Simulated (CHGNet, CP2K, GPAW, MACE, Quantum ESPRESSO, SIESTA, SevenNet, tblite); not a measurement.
## Running random packing of As (59 atoms) with SIESTA

Aim: run random packing of As (59 atoms) in SIESTA and see how near its forces come to a plane-wave reference, and at what cost.

Program: SIESTA 5.4.2. Level of theory: the method is named at each step. Results are calculated unless marked as measured.

**1. Starting point**

The cell holds 59 atoms: 59 As. Its edges and angles: a = 11.253 Å, b = 11.253 Å, c = 11.253 Å, α = 90.0°, β = 90.0°, γ = 90.0°. 59 atoms (59 As) packed at random in a cube at 5.15 g/cm³ and pushed apart as soft spheres; a start for melting by ab initio MD, not an equilibrated structure. Then every atom was moved at random, 0.02 Å r.m.s. a Cartesian component.

The yardstick, on the same geometry:

```
method                 : Kohn-Sham DFT, PBE, SSSP efficiency 1.3.0 pseudopotentials, plane waves (Quantum ESPRESSO 7.5); sssp-pbe-1.3.0-efficiency, cutoffs 45/360 Ry, Γ point
r.m.s. force component : 0.7787 eV/Å
longest force          : 3.688 eV/Å
pressure               : 0.808 GPa
time                   : 88 s on 4 MPI ranks of Intel Xeon Platinum 8488C (Sapphire Rapids), shared host
CPU time               : 5.8 min
```

**2. PBE, TZP, shift 0.01 Ry, mesh 300 Ry**

Method: Kohn-Sham DFT, PBE, PseudoDojo 0.4.1 norm-conserving pseudopotentials (converted to PSML), numerical atomic orbitals (TZP), diagonalisation.

The .psml files are PseudoDojo norm-conserving potentials that we converted to this format, checked against plane waves on the same files for H, C, O, Si, Ge and Ca alone.

input.fdf reads:

```
SystemLabel cell
NumberOfAtoms 59
NumberOfSpecies 1
%block ChemicalSpeciesLabel
  1 33 As
%endblock ChemicalSpeciesLabel
LatticeConstant 1.0 Ang
%block LatticeVectors
  11.25310 0.00000 0.00000
  0.00000 11.25310 0.00000
  0.00000 0.00000 11.25310
%endblock LatticeVectors
PAO.BasisSize TZP
PAO.EnergyShift 0.01 Ry
XC.Functional GGA
XC.Authors PBE
MeshCutoff 300 Ry
%block kgrid_Monkhorst_Pack
  1 0 0 0.0
  0 1 0 0.0
  0 0 1 0.0
%endblock kgrid_Monkhorst_Pack
SolutionMethod diagon
OccupationFunction FD
ElectronicTemperature 580 K
SCF.Mixer.Method Pulay
SCF.Mixer.Weight 0.05
SCF.Mixer.History 8
SCF.Mix Hamiltonian
MaxSCFIterations 300
SCF.DM.Tolerance 1e-04
SCF.H.Tolerance 1.0e-3 eV
WriteForces T
Write.HirshfeldPop T
Write.VoronoiPop T
Write.DM F
Write.H F
XML.Write F
AtomicCoordinatesFormat Fractional
%block AtomicCoordinatesAndAtomicSpecies
  0.07597 0.32601 0.40330 1
  0.15871 0.80721 0.94410 1
  0.03914 0.81416 0.47892 1
  0.71279 0.40792 0.78877 1
  0.23512 0.13619 0.79705 1
  0.97606 0.67498 0.75340 1
  0.47256 0.81482 0.77466 1
  0.50009 0.96478 0.29106 1
  0.81729 0.70360 0.99497 1
  0.94101 0.26985 0.70723 1
  0.91820 0.46566 0.85659 1
  0.92833 0.42212 0.26157 1
  0.29225 0.94536 0.86439 1
  0.92841 0.20274 0.26468 1
  0.44997 0.26589 0.66014 1
  0.06710 0.33968 0.00226 1
  0.60195 0.76309 0.51940 1
  0.42378 0.41222 0.43800 1
  0.26035 0.76710 0.71903 1
  0.31086 0.38720 0.96367 1
  0.92307 0.74211 0.30157 1
  0.42157 0.66468 0.02063 1
  0.52695 0.27332 0.20262 1
  0.18613 0.58457 0.29219 1
  0.59366 0.82941 0.03276 1
  0.72383 0.12458 0.99625 1
  0.64574 0.62765 0.08291 1
  0.76704 0.13293 0.60046 1
  0.41334 0.12357 0.40906 1
  0.70623 0.63391 0.75530 1
  0.13344 0.53373 0.07338 1
  0.25501 0.84937 0.14567 1
  0.69878 0.37558 0.11329 1
  0.99198 0.07453 0.52550 1
  0.47830 0.02028 0.62396 1
  0.26565 0.20068 0.17034 1
  0.52889 0.41454 0.97315 1
  0.34478 0.66018 0.47320 1
  0.25036 0.45931 0.62287 1
  0.05576 0.94755 0.07775 1
  0.69939 0.87172 0.26885 1
  0.68146 0.00124 0.81564 1
  0.21908 0.13719 0.57677 1
  0.46506 0.60573 0.65738 1
  0.97607 0.96661 0.83651 1
  0.65316 0.03312 0.45583 1
  0.71874 0.21041 0.37113 1
  0.35714 0.46340 0.19342 1
  0.48487 0.70912 0.25228 1
  0.32747 0.89844 0.42095 1
  0.19646 0.50943 0.83740 1
  0.77697 0.81144 0.67915 1
  0.83676 0.00797 0.15583 1
  0.04666 0.93277 0.29710 1
  0.51166 0.17065 0.01992 1
  0.74709 0.58155 0.35412 1
  0.76545 0.55332 0.57921 1
  0.98067 0.49074 0.51210 1
  0.93323 0.17877 0.90164 1
%endblock AtomicCoordinatesAndAtomicSpecies
```

The run is started by

```bash
$ OMP_NUM_THREADS=1 mpirun -np 2 siesta < input.fdf > output.txt
```

Output:

```text
Version         : 5.4.2
reinit: System Name:
reinit: System Label: cell
initatom: Reading input for the pseudopotentials and atomic orbitals ----------
Species number:   1 Atomic number:   33 Label: As
Ground state valence configuration (from tables):   4s02  4p03  4d00  4f00
---- Processing specs for species: As
GGA--PBE XC_GGA_X_PBE--XC_GGA_C_PBE pb
Semicore shell(s) with 10 electrons included in the valence for As
Semicore shell(s): 3d
Fallback to non-perturbative polarization scheme for As
Please see the manual if this is not desired in principle
As pseudopotential only contains V_ls up to l=2 -- lmxkb reset.
Using PAO.SplitTailNorm
%block ChemicalSpeciesLabel
    1   33 As                      # Species index, atomic number, species label
%endblock ChemicalSpeciesLabel
%block PAO.Basis                 # Define Basis set
As                    4                    # Species label, number of l-shells
 n=4   0   3                         # n, l, Nzeta
   4.878      3.442      3.882
   1.000      1.000      1.000
 n=4   1   3                         # n, l, Nzeta
   6.330      4.543      5.103
   1.000      1.000      1.000
 n=3   2   1                         # n, l, Nzeta
   2.547
   1.000
 n=4   2   1                         # n, l, Nzeta
   6.330
   1.000
%endblock PAO.Basis
coor:   Atomic-coordinates input format  =     Fractional
siesta: System type = bulk
initatomlists: Number of atoms, orbitals, and projectors:     59  1298  1062
siesta: ******************** Simulation parameters ****************************
Total number of electrons:   885.000000
Total ionic charge:   885.000000
 Kpoints in:            1 . Kpoints trimmed:            1
siesta: k-grid: Number of k-points = 1
siesta: k-points from Monkhorst-Pack grid
siesta: k-cutoff (effective) =     5.627 Ang
siesta: k-point supercell and displacements
siesta: k-grid:     1     0     0      0.000
siesta: k-grid:     0     1     0      0.000
siesta: k-grid:     0     0     1      0.000
                     ====================================
                        Single-point calculation
                     ====================================
outcell: Unit cell vectors (Ang):
       11.253100    0.000000    0.000000
        0.000000   11.253100    0.000000
        0.000000    0.000000   11.253100
outcell: Cell vector modules (Ang)   :   11.253100   11.253100   11.253100
outcell: Cell angles (23,13,12) (deg):     90.0000     90.0000     90.0000
outcell: Cell volume (Ang**3)        :   1425.0055
Gamma-point calculation with multiply-connected orbital pairs
Folding of H and S implicitly performed
Gamma-point calculation with multiply-connected orbital pairs
Folding of H and S implicitly performed
new_DM -- step:     1
Initializing Density Matrix...
Attempting to read DM from file... Failed...
DM filled with atomic data:
InitMesh: MESH = 120 x 120 x 120 = 1728000
InitMesh: Mesh cutoff (required, used) =   300.000   314.282 Ry
stepf: Fermi-Dirac step function
        iscf     Eharris(eV)        E_KS(eV)     FreeEng(eV)     dDmax    Ef(eV) dHmax(eV)
   scf:    1  -170197.837692  -170171.503654  -170171.785631  0.972536 -3.353349  5.698349
   scf:    2  -170178.640602  -170175.837561  -170176.125178  0.054172 -3.371637  3.783591
   scf:    3  -170179.010175  -170177.704307  -170177.993281  0.045153 -3.400199  2.807430
   scf:    4  -170179.960787  -170179.078411  -170179.368818  0.037743 -3.465360  2.096263
   scf:    5  -170180.308379  -170179.816978  -170180.117149  0.029694 -3.561093  1.435609
   scf:    6  -170180.116459  -170180.007667  -170180.312978  0.012864 -3.619040  0.809256
   scf:    7  -170180.104510  -170180.062560  -170180.368944  0.007292 -3.637714  0.600446
   scf:    8  -170180.132323  -170180.105716  -170180.412620  0.008543 -3.658599  0.305217
   scf:    9  -170180.138755  -170180.124899  -170180.432008  0.006503 -3.666402  0.159708
   scf:   10  -170180.135995  -170180.131190  -170180.438088  0.004137 -3.669826  0.096543
   scf:   11  -170180.136532  -170180.134108  -170180.440740  0.002148 -3.670805  0.066157
   scf:   12  -170180.136876  -170180.135665  -170180.442129  0.001850 -3.671396  0.040120
[...]
scf:   17  -170180.136381  -170180.136398  -170180.442798  0.000230 -3.670446  0.004418
   scf:   18  -170180.136398  -170180.136398  -170180.442803  0.000083 -3.670382  0.003366
   scf:   19  -170180.136416  -170180.136408  -170180.442806  0.000097 -3.670378  0.002180
   scf:   20  -170180.136413  -170180.136410  -170180.442807  0.000035 -3.670383  0.001610
   scf:   21  -170180.136418  -170180.136414  -170180.442807  0.000044 -3.670372  0.000718
SCF Convergence by DM+H criterion
max |DM_out - DM_in|         :     0.0000441775
max |H_out - H_in|      (eV) :     0.0007183037
SCF cycle converged after 21 iterations
Using DM_out to compute the final energy and forces
siesta: E_KS(eV) =          -170180.1364
siesta: E_KS - E_eggbox =   -170180.1364
siesta: Atomic forces (eV/Ang):
     1    1.747442   -0.912305   -0.153377
     2   -1.651848   -3.256020   -0.269944
     3   -0.159810   -0.579746    1.506293
     4   -0.513746   -1.472019   -0.070260
     5   -0.525065    1.887658   -0.355919
     6    0.028484    0.188995   -0.082386
     7    0.665305    0.135482    0.432896
     8   -1.416694   -0.555969   -2.076711
     9    1.553070    0.878875   -1.352066
    10   -0.046215    1.037778   -0.987192
    11    0.043960    0.703917    0.307685
    12   -0.779573    2.010970   -0.603929
[...]
55   -1.779660   -0.840059   -1.626240
    56   -0.014729   -0.382993    0.175918
    57    0.422022   -2.385490   -3.049864
    58    0.215385    0.865944    0.887389
    59    0.045439   -1.393985    0.748981
----------------------------------------
   Tot    0.004797    0.003612    0.002307
----------------------------------------
   Max    4.542556
   Res    1.142875    sqrt( Sum f_i^2 / 3N )
----------------------------------------
   Max    4.542556    constrained
Stress tensor Voigt[x,y,z,yz,xz,xy] (kbar):      -29.89      -46.64      -31.66       -5.96        0.35       -3.51
(Free)E + p*V (eV/cell)  -170148.3665
Target enthalpy (eV/cell)  -170180.4428
siesta: Program's energy decomposition (eV):
siesta: Ebs     =    -26174.066266
siesta: Eions   =    176138.656321
siesta: Ena     =      5295.790255
siesta: Ekin    =    122545.803001
siesta: Enl     =    -84106.013185
siesta: DEna    =       334.475093
siesta: DUscf   =         7.978882
siesta: Ex      =    -36167.913870
siesta: Ec      =     -1951.600269
siesta: Exc     =    -38119.514139
siesta: Eharris =   -170180.136418
siesta: Etot    =   -170180.136414
siesta: FreeEng =   -170180.442807
siesta: Final energy (eV):
siesta:  Band Struct. =  -26174.066266
siesta:       Kinetic =  122545.803001
siesta:       Hartree =   53640.661777
siesta:         Exch. =  -36167.913870
siesta:         Corr. =   -1951.600269
siesta:   Exch.-corr. =  -38119.514139
siesta:  Ion-electron = -230281.311126
siesta:       Ion-ion =  -77965.775927
siesta:         Total = -170180.136414
siesta:         Fermi =      -3.670372
siesta: Stress tensor (static) (eV/Ang**3):
siesta:    -0.018658   -0.002190    0.000219
siesta:    -0.002190   -0.029111   -0.003720
siesta:     0.000219   -0.003720   -0.019761
siesta: Cell volume =       1425.005481 Ang**3
siesta: Pressure (static):
siesta:                Solid            Molecule  Units
siesta:           0.00024516          0.00025764  Ry/Bohr**3
siesta:           0.02250957          0.02365541  eV/Ang**3
siesta:          36.06431384         37.90014906  kBar
    Orbital volume contribution        =          44.149011 eV
    (Free)E + p_basis*V_orbitals       =     -170136.293797 eV
    (Free)Eharris+ p_basis*V_orbitals  =     -170136.293800 eV
Hirshfeld Atomic Populations:
Atom #   charge [q] valence [e]  Species
     1     0.036622   14.963378  As
     2     0.031872   14.968128  As
     3     0.010319   14.989681  As
     4     0.016274   14.983726  As
     5    -0.014535   15.014535  As
     6     0.008278   14.991722  As
     7    -0.004953   15.004953  As
     8     0.005175   14.994825  As
     9    -0.039885   15.039885  As
    10     0.010245   14.989755  As
    11    -0.010652   15.010652  As
    12     0.007734   14.992266  As
[...]
--------------------
 Total    -0.000051
Voronoi Atomic Populations:
Atom #   charge [q] valence [e]  Species
[...]
55    -0.011785   15.011785  As
    56     0.027765   14.972235  As
    57    -0.023923   15.023923  As
    58    -0.008227   15.008227  As
    59     0.008830   14.991170  As
--------------------
 Total    -0.000051
```

The job ended after 4 min (2 MPI ranks of Intel Xeon Platinum 8488C (Sapphire Rapids), shared host; peak memory 1.3 GiB).

Banners, paths, timers and routine set-up lines are dropped from the logs unmarked, and long logs keep their key lines alone; longer cuts are marked.

Numbers from this run, and their distance from the reference:

```
r.m.s. force component                  : 1.143 eV/Å
r.m.s. difference of force components   : 487.2 meV/Å
longest difference of force vectors     : 1405 meV/Å
force difference over r.m.s. force      : 62.56 %
slope of forces against the reference's : 1.381
correlation of force components         : 0.9412
pressure                                : 3.607 GPa
pressure difference                     : 2.799 GPa
```

This run lies far from the reference in forces at the same functional. Basis and potentials both differ; the latter hold 885 valence electrons against the reference's 295.

A closer look about As30, which bears the longest force: 10 atoms, nearest first, numbered in the order of the input, with positions taken from that point.

```tsv
atom	x	y	z	distance (Å)	bonds	Hirshfeld charge (e)	Fx	Fy	Fz (eV/Å)
As30	0.00	0.00	0.00	0.00	3	0.02	-2.28	0.17	4.54
As57	0.67	-0.91	-1.98	2.28	3	-0.02	0.42	-2.39	-3.05
As52	0.80	2.00	-0.86	2.31	4	0.02	1.22	3.07	-0.86
As4	0.07	-2.54	0.38	2.57	2	0.02	-0.51	-1.47	-0.07
As44	-2.71	-0.32	-1.10	2.95	3	0.02	1.03	-0.81	-0.49
As6	3.04	0.46	-0.02	3.07	2	0.01	0.03	0.19	-0.08
As9	1.25	0.78	2.70	3.07	1	-0.04	1.55	0.88	-1.35
As17	-1.17	1.45	-2.65	3.25	2	-0.02	-0.04	-0.22	-0.40
As11	2.39	-1.89	1.14	3.25	4	-0.01	0.04	0.70	0.31
As7	-2.63	2.04	0.22	3.33	4	-0.01	0.67	0.14	0.43
```

Forces lie 63 % from the reference's, at 1.4 times its CPU time (on 2 against 4 cores).

**3. Results**

```json
{
  "force difference from the reference": "SIESTA PBE, TZP, shift 0.01 Ry, mesh 300 Ry, 63 %",
  "its CPU time": "8 min"
}
```

The PBE run in local orbitals differs by 63 % (SIESTA PBE, TZP, shift 0.01 Ry, mesh 300 Ry); basis, grid and potentials can all enter, and differences of this size make the forces unusable. In pressure, SIESTA PBE, TZP, shift 0.01 Ry, mesh 300 Ry misses by +2.8 GPa, at the same functional. The potentials hold different valence shells: 295 electrons in the reference, 885 in SIESTA; this bears on time and differences. The reference's pressure holds the uncorrected Pulay stress of its 45 Ry basis, so small pressure differences, and their order, may be the reference's own error. The electron count is odd in QE PBE, sssp-1.3.0-efficiency, 45/360 Ry and SIESTA PBE, TZP, shift 0.01 Ry, mesh 300 Ry, and they have no spin polarisation, so the unpaired electron is spread evenly over both spins. The electronic-structure runs sample only Γ, in a cell whose shortest periodic width is 11 Å, which is coarse for a cell with partly filled levels.

[Also dropped from logs without a mark: logging warnings of Python, and SIESTA's first energy breakdown and zero terms.]

[Logs are printed without paths, hosts, clocks, repeated set-up lines and the standing remarks that a program may print on its own settings, such as how far it seeks lower states.]

[Hosts, paths, dates, database ids (printed as entryN), source tags and the programs' standing remarks are cut or masked in the printed files.]
